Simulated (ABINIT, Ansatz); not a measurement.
# SnGeTe3 (Pm-3m): zone-centre phonons, part 2 of 4

Which modes does SnGeTe3 (Pm-3m) have at the zone centre?

ABINIT 10.8.3; DFT LDA, scalar-relativistic, plane waves, HGH norm-conserving pseudopotentials.

So far. Step 2 (Relaxation): The volume changes by +2.2 % from the cell with which this run began. The relaxed cell has a = 5.336 Å (conventional setting).

The structure was built from a prototype and need not be the compound's stable phase.

**4. Zone-centre response**

At q = 0 one unit cell holds all displacements. The response is solved for single atoms along the cell's directions, and symmetry skips those that follow from others. The crystal is treated as a metal, which screens a static field, so no field response is asked.

Contents of dfpt_gamma.abi:

```

# common to the responses
getwfk_filepath "gso_WFK"
kptopt 2
nqpt 1
qpt 0.0 0.0 0.0
asr 0
chneut 0

# displacements
rfphon 1
rfatpol 1 5
rfdir 1 1 1
tolvrs 1.0d-10
prtwf 0

# basis, mesh and filling
ecut 20.0
ixc 7
ngkpt 4 4 4
nshiftk 1
shiftk 0.0 0.0 0.0
istwfk *1
occopt 3
tsmear 0.01
nband 20
nstep 100
diemac 1000000.0
prtebands 0
prtgsr 0

# cell and atoms
acell 10.08378113 10.08378113 10.08378113
rprim 
    1.0 0.0 0.0
    0.0 1.0 0.0
    0.0 0.0 1.0
ntypat 3
znucl 50 32 52
natom 5
typat 1 2 3 3 3
xred 
    0.0 0.0 0.0
    0.5 0.5 0.5
    0.5 0.5 0.0
    0.5 0.0 0.5
    0.0 0.5 0.5
pp_dirpath "./pseudo"
pseudos "Sn.hgh, Ge.hgh, Te.hgh"
```

Launch:

```
> OMP_NUM_THREADS=1 mpirun -n 4 abinit dfpt_gamma.abi > dfpt_gamma.log
```

Numbers of over 12 decimals in the logs are rounded to 6 here.

dfpt_gamma.abo, the main output file:

```text
[banners, grids, parts of the stress and lines that vanish by symmetry left out]
- input  file    -> dfpt_gamma.abi
- output file    -> dfpt_gamma.abo
- root for input  files -> dfpt_gammai
- root for output files -> dfpt_gammao

 Symmetries : space group Pm -3 m (#221); Bravais cP (primitive cubic)
================================================================================
 Values of the parameters that define the memory need of the present run (RF).
     intxc =       0      iscf =       7    lmnmax =       6     lnmax =       6
     mgfft =      45  mpssoang =       3    mqgrid =    3001     natom =       5
  nloc_mem =       1    nspden =       1   nspinor =       1    nsppol =       1
      nsym =      48    n1xccc =       0    ntypat =       3    occopt =       3
   xclevel =       1
-    mband =          20        mffmem =           1         mkmem =           9
-   mkqmem =           9        mk1mem =           9           mpw =        4416
      nfft =       91125          nkpt =          36
- my_mband =          20
================================================================================
================================================================================

--------------------------------------------------------------------------------
------------- Echo of variables that govern the present computation ------------
--------------------------------------------------------------------------------
-
- outvars: echo of selected default values
-   iomode0 =  0 , fftalg0 =312 , wfoptalg0 =  0
-
- outvars: echo of global parameters not present in the input file
-  max_nthreads =    1
-
 -outvars: echo values of preprocessed input variables
 [... echo left out ...]
================================================================================

 chkinp: Checking input parameters for consistency.

[...]
== DATASET  1 ==================================================================
-   mpi_nproc: 4, omp_nthreads: 1 (-1 if OMP is not activated)

--- !DatasetInfo
iteration_state: {dtset: 1, }
dimensions: {natom: 5, nkpt: 36, mband: 20, nsppol: 1, nspinor: 1, nspden: 1, mpw: 4416, }
cutoff_energies: {ecut:  20.0, pawecutdg:  -1.0, }
electrons: {nelect:   2.60000000E+01, charge:   0.00000000E+00, occopt:   3.00000000E+00, tsmear:   1.00000000E-02, }
meta: {optdriver: 1, rfphon: 1, }
...

 mkfilename: getwfk from: gso_WFK

 Exchange-correlation functional for the present dataset will be:
  LDA: Perdew-Wang 92 LSD fit to Ceperley-Alder data - ixc=7
 Citation for XC functional:
  J.P.Perdew and Y.Wang, PRB 45, 13244 (1992)

 Real(R)+Recip(G) space primitive vectors, cartesian coordinates (Bohr,Bohr^-1):
 R(1)= 10.0837811  0.0000000  0.0000000  G(1)=  0.0991691  0.0000000  0.0000000
 R(2)=  0.0000000 10.0837811  0.0000000  G(2)=  0.0000000  0.0991691  0.0000000
 R(3)=  0.0000000  0.0000000 10.0837811  G(3)=  0.0000000  0.0000000  0.0991691
 Unit cell volume ucvol=  1.0253455E+03 bohr^3
 Angles (23,13,12)=  9.00000000E+01  9.00000000E+01  9.00000000E+01 degrees
 setup1 : take into account q-point for computing boxcut.

 getcut: wavevector=  0.0000  0.0000  0.0000  ngfft=  45  45  45
         ecut(hartree)=     20.000   => boxcut(ratio)=   2.16745

--- Pseudopotential description ------------------------------------------------
- pspini: atom type   1  psp file is ./pseudo/Sn.hgh

- pspini: atom type   2  psp file is ./pseudo/Ge.hgh

- pspini: atom type   3  psp file is ./pseudo/Te.hgh

   4.01234768E+03                                ecore*ucvol(ha*bohr**3)
--------------------------------------------------------------------------------

 ==>  initialize data related to q vector <==

 The list of irreducible perturbations for this q vector is:
    1)    idir= 1    ipert=   1
    2)    idir= 1    ipert=   2
    3)    idir= 1    ipert=   3
    4)    idir= 3    ipert=   3

[...]
The perturbation idir=   2  ipert=   1 is
 symmetric of a previously calculated perturbation.
 So, its SCF calculation is not needed.

 The perturbation idir=   3  ipert=   1 is
 symmetric of a previously calculated perturbation.
 So, its SCF calculation is not needed.

 The perturbation idir=   2  ipert=   2 is
 symmetric of a previously calculated perturbation.
 So, its SCF calculation is not needed.

 The perturbation idir=   3  ipert=   2 is
 symmetric of a previously calculated perturbation.
 So, its SCF calculation is not needed.

[...]
The perturbation idir=   2  ipert=   5 is
 symmetric of a previously calculated perturbation.
 So, its SCF calculation is not needed.

 The perturbation idir=   3  ipert=   5 is
 symmetric of a previously calculated perturbation.
 So, its SCF calculation is not needed.

--------------------------------------------------------------------------------
 Perturbation wavevector (in red.coord.)   0.000000  0.000000  0.000000
 Perturbation : displacement of atom   1   along direction   1
 Found     8 symmetries that leave the perturbation invariant.

[...]
dfpt_looppert : total number of electrons, from k and k+q
  fully or partially occupied states are    2.600000E+01 and    2.600000E+01.
 Initialisation of the first-order wave-functions :
  ireadwf=   0

--- !BeginCycle
iteration_state: {dtset: 1, }
solver: {iscf: 7, nstep: 100, nline: 4, wfoptalg: 0, }
tolerances: {tolvrs: 1.00E-10, }
...

     iter   2DEtotal(Ha)        deltaE(Ha) residm    vres2
-ETOT  1   46.540324031620     -7.168E+01 5.151E+00 1.768E+05
 ETOT  2  -1.427001     -4.797E+01 2.542E-01 3.507E+03
 ETOT  3  -2.347001     -9.200E-01 2.070E-02 2.081E+02
 ETOT  4  -2.395476     -4.848E-02 2.660E-03 1.717E+00
 ETOT  5  -2.395898     -4.219E-04 2.126E-03 1.734E-03
[...]
At SCF step   11       vres2   =  6.26E-12 < tolvrs=  1.00E-10 =>converged.
[...]
Mean square residual over all n,k,spin=   74.678E-09; max=  24.192E-06

 Thirteen components of 2nd-order total energy (hartree) are
 1,2,3: 0th-order hamiltonian combined with 1st-order wavefunctions
     kin0=   1.01967301E+02 eigvalue=   5.18792119E+00  local=  -2.97358309E+01
 4,5,6: 1st-order hamiltonian combined with 1st and 0th-order wfs
 loc psp =  -1.12513743E+02  Hartree=   2.32848863E+01     xc=  -1.18966533E+01
 note that "loc psp" includes a xc core correction that could be resolved
 7,8,9: eventually, occupation + non-local contributions
    edocc=   9.72737470E+00     enl0=   2.20774990E+01   enl1=  -1.28711252E+02
 1-9 gives the relaxation energy (to be shifted if some occ is /=2.0)
   erelax=  -1.20612498E+02
 10,11,12 Non-relaxation  contributions : frozen-wavefunctions and Ewald
 fr.local=   2.00712750E+01 fr.nonlo=   6.15902328E+01  Ewald=   3.65550911E+01
 13,14 Frozen wf xc core corrections (1) and (2)
 frxc 1  =   0.00000000E+00  frxc 2 =   0.00000000E+00
 Resulting in :
 2DEtotal=   -0.2395898880E+01 Ha. Also 2DEtotal=   -0.651957298213E+02 eV
    (2DErelax=   -1.2061249777E+02 Ha. 2DEnonrelax=    1.1821659889E+02 Ha)
    (  non-var. 2DEtotal :   -2.3958989111E+00 Ha)

[...]
Perturbation wavevector (in red.coord.)   0.000000  0.000000  0.000000
 Perturbation : displacement of atom   2   along direction   1
 Found     8 symmetries that leave the perturbation invariant.

[...]
dfpt_looppert : total number of electrons, from k and k+q
  fully or partially occupied states are    2.600000E+01 and    2.600000E+01.
 Initialisation of the first-order wave-functions :
  ireadwf=   0

--- !BeginCycle
iteration_state: {dtset: 1, }
solver: {iscf: 7, nstep: 100, nline: 4, wfoptalg: 0, }
tolerances: {tolvrs: 1.00E-10, }
...

     iter   2DEtotal(Ha)        deltaE(Ha) residm    vres2
-ETOT  1   133.19163503207     -6.352E+01 7.937E-01 4.163E+05
[...]
At SCF step   11       vres2   =  1.57E-11 < tolvrs=  1.00E-10 =>converged.
[...]
Mean square residual over all n,k,spin=   25.366E-08; max=  82.036E-06

 Thirteen components of 2nd-order total energy (hartree) are
 1,2,3: 0th-order hamiltonian combined with 1st-order wavefunctions
     kin0=   1.84997547E+02 eigvalue=   1.11521545E+01  local=  -1.00550811E+02
 4,5,6: 1st-order hamiltonian combined with 1st and 0th-order wfs
 loc psp =  -7.38204408E+01  Hartree=   4.52506306E+01     xc=  -1.73047920E+01
 note that "loc psp" includes a xc core correction that could be resolved
 7,8,9: eventually, occupation + non-local contributions
    edocc=   1.52189954E+01     enl0=   5.73153485E+01   enl1=  -3.18337705E+02
 1-9 gives the relaxation energy (to be shifted if some occ is /=2.0)
   erelax=  -1.96079073E+02
 10,11,12 Non-relaxation  contributions : frozen-wavefunctions and Ewald
 fr.local=   3.36805839E+00 fr.nonlo=   1.56790528E+02  Ewald=   3.65550911E+01
 13,14 Frozen wf xc core corrections (1) and (2)
 frxc 1  =   0.00000000E+00  frxc 2 =   0.00000000E+00
 Resulting in :
 2DEtotal=    0.6346040801E+00 Ha. Also 2DEtotal=    0.172684567366E+02 eV
    (2DErelax=   -1.9607907293E+02 Ha. 2DEnonrelax=    1.9671367701E+02 Ha)
    (  non-var. 2DEtotal :    6.3460430913E-01 Ha)

[...]
Perturbation wavevector (in red.coord.)   0.000000  0.000000  0.000000
 Perturbation : displacement of atom   3   along direction   1
 Found     4 symmetries that leave the perturbation invariant.

[...]
dfpt_looppert : total number of electrons, from k and k+q
  fully or partially occupied states are    2.600000E+01 and    2.600000E+01.
 Initialisation of the first-order wave-functions :
  ireadwf=   0

--- !BeginCycle
iteration_state: {dtset: 1, }
solver: {iscf: 7, nstep: 100, nline: 4, wfoptalg: 0, }
tolerances: {tolvrs: 1.00E-10, }
...

     iter   2DEtotal(Ha)        deltaE(Ha) residm    vres2
-ETOT  1   209.86292452592     -1.686E+02 6.100E+00 7.157E+05
[...]
At SCF step   11       vres2   =  8.40E-11 < tolvrs=  1.00E-10 =>converged.
[...]
Mean square residual over all n,k,spin=   74.149E-09; max=  35.825E-06

 Thirteen components of 2nd-order total energy (hartree) are
 1,2,3: 0th-order hamiltonian combined with 1st-order wavefunctions
     kin0=   3.20740127E+02 eigvalue=   1.53157722E+01  local=  -8.29818402E+01
 4,5,6: 1st-order hamiltonian combined with 1st and 0th-order wfs
 loc psp =  -4.63035675E+02  Hartree=   9.20374986E+01     xc=  -3.57191822E+01
 note that "loc psp" includes a xc core correction that could be resolved
 7,8,9: eventually, occupation + non-local contributions
    edocc=   1.46882761E+01     enl0=   5.60031822E+01   enl1=  -2.97131994E+02
 1-9 gives the relaxation energy (to be shifted if some occ is /=2.0)
   erelax=  -3.80083834E+02
 10,11,12 Non-relaxation  contributions : frozen-wavefunctions and Ewald
 fr.local=   2.20526617E+02 fr.nonlo=   1.49027342E+02  Ewald=   8.89189735E+00
 13,14 Frozen wf xc core corrections (1) and (2)
 frxc 1  =   0.00000000E+00  frxc 2 =   0.00000000E+00
 Resulting in :
 2DEtotal=   -0.1637978083E+01 Ha. Also 2DEtotal=   -0.445716542707E+02 eV
    (2DErelax=   -3.8008383450E+02 Ha. 2DEnonrelax=    3.7844585641E+02 Ha)
    (  non-var. 2DEtotal :   -1.6379778954E+00 Ha)

[...]
Perturbation wavevector (in red.coord.)   0.000000  0.000000  0.000000
 Perturbation : displacement of atom   3   along direction   3
 Found     8 symmetries that leave the perturbation invariant.

--------------------------------------------------------------------------------

--------------------------------------------------------------------------------

 dfpt_looppert : total number of electrons, from k and k+q
  fully or partially occupied states are    2.600000E+01 and    2.600000E+01.
 Initialisation of the first-order wave-functions :
  ireadwf=   0

--- !BeginCycle
iteration_state: {dtset: 1, }
solver: {iscf: 7, nstep: 100, nline: 4, wfoptalg: 0, }
tolerances: {tolvrs: 1.00E-10, }
...

     iter   2DEtotal(Ha)        deltaE(Ha) residm    vres2
-ETOT  1   287.45476436145     -1.004E+02 2.135E+00 8.970E+05
[...]
ETOT 10   6.527267     -2.143E-11 3.700E-05 7.371E-10
 ETOT 11   6.527267      1.080E-11 1.225E-05 1.005E-11

 At SCF step   11       vres2   =  1.01E-11 < tolvrs=  1.00E-10 =>converged.
[...]
Mean square residual over all n,k,spin=   38.542E-09; max=  12.255E-06

 Thirteen components of 2nd-order total energy (hartree) are
 1,2,3: 0th-order hamiltonian combined with 1st-order wavefunctions
     kin0=   3.05481669E+02 eigvalue=   1.69802781E+01  local=  -7.77129561E+01
 4,5,6: 1st-order hamiltonian combined with 1st and 0th-order wfs
 loc psp =  -4.66579244E+02  Hartree=   9.57385480E+01     xc=  -3.45748185E+01
 note that "loc psp" includes a xc core correction that could be resolved
 7,8,9: eventually, occupation + non-local contributions
    edocc=   2.50131493E+01     enl0=   5.03522827E+01   enl1=  -2.95977061E+02
 1-9 gives the relaxation energy (to be shifted if some occ is /=2.0)
   erelax=  -3.81278153E+02
 10,11,12 Non-relaxation  contributions : frozen-wavefunctions and Ewald
 fr.local=   1.11044885E+02 fr.nonlo=   1.45000775E+02  Ewald=   1.31759760E+02
 13,14 Frozen wf xc core corrections (1) and (2)
 frxc 1  =   0.00000000E+00  frxc 2 =   0.00000000E+00
 Resulting in :
 2DEtotal=    0.6527267172E+01 Ha. Also 2DEtotal=    0.177615988144E+03 eV
    (2DErelax=   -3.8127815306E+02 Ha. 2DEnonrelax=    3.8780542023E+02 Ha)
    (  non-var. 2DEtotal :    6.5272673930E+00 Ha)

[...]
---- first-order wavefunction calculations are completed ----

 ==> Compute Derivative Database <==

 [... matrices left out ...]
  Phonon wavevector (reduced coordinates) :  0.00000  0.00000  0.00000
 Phonon energies in Hartree :
  -4.491631E-04 -4.491631E-04 -4.491631E-04 -2.913966E-04 -2.913966E-04
  -2.913966E-04 -2.706014E-04 -2.706014E-04 -2.706014E-04 -8.005425E-06
  -8.005425E-06 -8.005424E-06  6.600620E-04  6.600620E-04  6.600620E-04
 Phonon frequencies in cm-1    :
- -9.857990E+01 -9.857990E+01 -9.857990E+01 -6.395416E+01 -6.395416E+01
- -6.395416E+01 -5.939015E+01 -5.939015E+01 -5.939015E+01 -1.756988E+00
- -1.756988E+00 -1.756988E+00  1.448669E+02  1.448669E+02  1.448669E+02

== END DATASET(S) ==============================================================
================================================================================

 -outvars: echo values of variables after computation
            acell      1.0083781130E+01  1.0083781130E+01  1.0083781130E+01 Bohr
           etotal      6.5272671718E+00
            fcart      0.0000000000E+00  0.0000000000E+00  0.0000000000E+00
           strten      0.0000000000E+00  0.0000000000E+00  0.0000000000E+00
================================================================================
```

Elapsed: 70 s, on 4 MPI ranks of Arm Neoverse V2, shared host.

This step gave:

```yaml
largest_acoustic_frequency_at_the_zone_centre_before_the_sum_rule: -1.76 cm⁻¹
highest_optical_zone_centre_mode_no_lo_to_term: 144.9 cm⁻¹
lowest_optical_zone_centre_mode: -98.58 cm⁻¹
```

The acoustic modes at Γ come out as far as 1.8 cm⁻¹ from zero, where they should vanish, a small numerical error. The lowest optical mode is imaginary, 99i cm⁻¹, an instability at this level and on this k mesh.

(Continued in part 3 of 4.)

[Host names and launcher messages were left out of these logs when they were recorded.]

[Logs are printed without paths, hosts, clocks, repeated set-up lines and the standing remarks that a program may print on its own settings, such as how far it seeks lower states.]

[Hosts, paths, dates, database ids (printed as entryN), source tags and the programs' standing remarks are cut or masked in the printed files.]
